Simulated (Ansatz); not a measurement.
Two G0W0 runs on LiMgOF (rocksalt [001] superlattice).

The cell holds 12 atoms: 3 Li, 3 F, 3 Mg and 3 O. Its edges and angles: a = 2.891 Å, b = 2.891 Å, c = 12.066 Å, α = 90.0°, β = 90.0°, γ = 90.0°. It derives from LiF. Regions: LiF, 6 atoms (3 Li and 3 F); MgO, 6 atoms (3 Mg and 3 O). The structure's axis is c.

```xyz
12
Lattice="2.8909 0.0000 0.0000 0.0000 2.8909 0.0000 0.0000 0.0000 12.0656" Properties=species:S:1:pos:R:3 pbc="T T T"
Li    0.0000    0.0000    0.9890
F     1.4455    1.4455    1.0331
Li    1.4455    1.4455    2.9240
F     0.0000    0.0000    2.9244
Li    0.0000    0.0000    4.8586
F     1.4455    1.4455    4.8154
Mg    1.4455    1.4455    6.8684
O     0.0000    0.0000    6.8427
Mg    0.0000    0.0000    8.9571
O     1.4455    1.4455    8.9574
Mg    1.4455    1.4455   11.0459
O     0.0000    0.0000   11.0720
```

The structure was relaxed with LDA. The runs that relaxed it are not among those shown.

The first (Ansatz 0.2.0; start LDA, 6×6×2 mesh, 264 empty bands, screening to 110 eV, PAW set soft_1 files; 4 threads of Arm Neoverse V2, shared host) gave, on its mesh: starting gap 5.68 eV, G0W0 gap 8.56 eV, RPA ε∞ (mean) 2.55, 5.1 min.

The second gave: starting gap 5.68 eV, G0W0 gap 8.52 eV, RPA ε∞ (mean) 2.55, 63 s.

What was changed in the input? Choose among start, files, mesh, bands and cutoff, frequency model or another key.

Changed: empty bands from 264 to 66 and screening cutoff (eV) from 110.0 to 44. The starting gap stayed, which rules out the functional and points to the GW step. Other changes could give like numbers; this is the one that was made.

Limits: not at the basis limit.

[Paths, hosts, dates, memory and timing lines, banners, echoed tables and standing remarks are left out of the program output.]

[Logs are printed without paths, hosts, clocks, repeated set-up lines and the standing remarks that a program may print on its own settings, such as how far it seeks lower states.]

[Runs of the session that timed out or met a known fault of the program may be left out.]

[Cells called generated may have been cut or substituted from an entry of the Crystallography Open Database or the Materials Project.]

[Hosts, paths, dates, database ids (printed as entryN), source tags and the programs' standing remarks are cut or masked in the printed files.]
